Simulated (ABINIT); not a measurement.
Entries from a set of simulations; values are calculated unless marked as measured.

### Quasiparticle gap of ZnSe (Stilleite) in ABINIT

It takes space group F-43m (No. 216, cubic). The conventional cell has a = 5.668 Å, b = 5.668 Å, c = 5.668 Å, α = 90.00°, β = 90.00°, γ = 90.00°. Nearest to Zn lie 4 Se at 2.45 Å. Nearest to Se lie 4 Zn at 2.45 Å. Farther neighbours, and contacts between anions beyond the nearest, are not listed.

```xyz
2
Lattice="0.0000 2.8338 2.8338 2.8338 0.0000 2.8338 2.8338 2.8338 0.0000" Properties=species:S:1:pos:R:3 pbc="T T T"
Zn    0.0000    0.0000    0.0000
Se    1.4169    1.4169    1.4169
```

```yaml
method: RPA screening on PBE, plane waves, norm-conserving pseudopotentials (and 2 further levels or steps)
program: ABINIT 10.8.3
settings: cutoff 48 Ha, PseudoDojo scalar-relativistic 0.4 stringent, norm-conserving, potential set dojo-sr-pbe-0.4-stringent, ngkpt (4, 4, 4), nband 110, ecuteps 5.5 Ha, inclvkb 2, shiftk (0, 0, 0), symchi 1, awtr 1, frequency ppm, 4×4×4 k-mesh
cost: 5 runs, 1.9 min in all on 4 MPI ranks of Intel Xeon 6975P-C (Granite Rapids), shared host
notes: The cell and positions come from the Crystallography Open Database and are kept as given unless a step says otherwise. Limits: no spin-orbit coupling. The 4×4×4 mesh is coarse for this cell, which bears on the long-range parts of exchange and screening.
pbe_gap: 1.29 eV, direct
g0w0_gap_on_the_mesh: 2.01 eV
gw_settings: 4×4×4 mesh, 110 bands, screening to 149.7 eV, Godby-Needs plasmon pole
known_limits: short of the basis limit; no spin-orbit coupling; coarse k mesh
```

G0W0 moves the gap on the mesh from 1.29 eV to 2.01 eV (+0.72 eV), with Z of 0.80 and 0.82 at the edges. Local fields lower the RPA ε∞ on this mesh from 14.47 to 13.52; a Γ-centred mesh this coarse tends to raise both, most where the direct gap is narrow, while a short band sum lowers them.

[Long decimals in the printed logs are rounded to 6 places.]

[Logs are printed without paths, hosts, clocks, repeated set-up lines and the standing remarks that a program may print on its own settings, such as how far it seeks lower states.]

[Paths, hosts, dates, memory and timing lines, banners, echoed tables and standing remarks are left out of the program output; an Ansatz launch command may be rebuilt from the run's recorded settings. Measured values are a selection of at most five: reports struck by readers or far from the other reports are left out. None is set beside runs whose start may be inverted or whose files or cutoffs have a known fault.]

[Runs of the session that timed out or met a known fault of the program may be left out.]

[Hosts, paths, dates, database ids (printed as entryN), source tags and the programs' standing remarks are cut or masked in the printed files.]

[G0W0 gaps are taken among the corrected bands and points alone; a level outside them can change the order at an edge.]

[Where Ansatz stands beside ABINIT at settings called matched, ABINIT's density can come from a denser mesh and the files from another edition; pairs whose starting gaps differed by over 0.03 eV were left out, so agreement reads better than it is.]
